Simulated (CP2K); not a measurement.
Consider thioacetamide at its PBE geometry (Å).

```xyz
9

C    -1.0314    0.2961   -0.2809
C     0.1565   -0.1712    0.5272
N     1.3261   -0.2360   -0.1563
S     0.0506   -0.5737    2.1305
H    -1.4495    1.2024    0.1746
H    -0.7797    0.5090   -1.3296
H    -1.8173   -0.4688   -0.2527
H     2.1603   -0.5479    0.3309
H     1.3844   -0.0099   -1.1437
```

Method: CP2K XAS_TDP, all-electron GAPW, PBEh(45%), aug-cc-pVDZ, TDA, GW2X-corrected core level, no relativity.

**Question.** Where do the C K-edge lines lie, and how strong are they?

Leading lines: C1 290.25 eV and C2 287.50 eV. The leading line of an atom is its first one with 35 % of the strongest within 2.5 eV of its lowest line over the strength cut. Core ionisation energies at this level: C1 292.71 and C2 294.34 eV.

The first six lines of each atom with a strength over 0.0015:

| atom | energy (eV) | states | strength, one atom | above the computed threshold |
| --- | --- | --- | --- | --- |
| C1 (bonded to C and 3 H) | 290.25 | 1 | 0.0081 |  |
|  | 291.05 | 1 | 0.0197 |  |
|  | 291.57 | 1 | 0.0024 |  |
|  | 291.61 | 1 | 0.0222 |  |
|  | 291.99 | 1 | 0.0108 |  |
|  | 292.64 | 1 | 0.0046 |  |
| C2 (bonded to C, N and S) | 287.50 | 1 | 0.0712 |  |
|  | 292.23 | 1 | 0.0018 |  |
|  | 293.11 | 1 | 0.0103 |  |
|  | 293.23 | 1 | 0.0048 |  |
|  | 293.77 | 1 | 0.0081 |  |
|  | 293.81 | 1 | 0.0106 |  |

Lines are vertical, at one geometry, with no vibrational structure. GW2X ionisation energies and lines can be off by 1 to 2 eV either way, and a good line position may hide errors that cancel. These values hold no scalar relativity, about 0.1 eV for C 1s. Rydberg lines, and the discretised continuum above threshold, depend on the basis and the box.

[Banner, clock and machine lines of the logs are left out without a mark of their own.]

[Logs are printed without paths, hosts, clocks, repeated set-up lines and the standing remarks that a program may print on its own settings, such as how far it seeks lower states.]

[Hosts, paths, dates, database ids (printed as entryN), source tags and the programs' standing remarks are cut or masked in the printed files.]
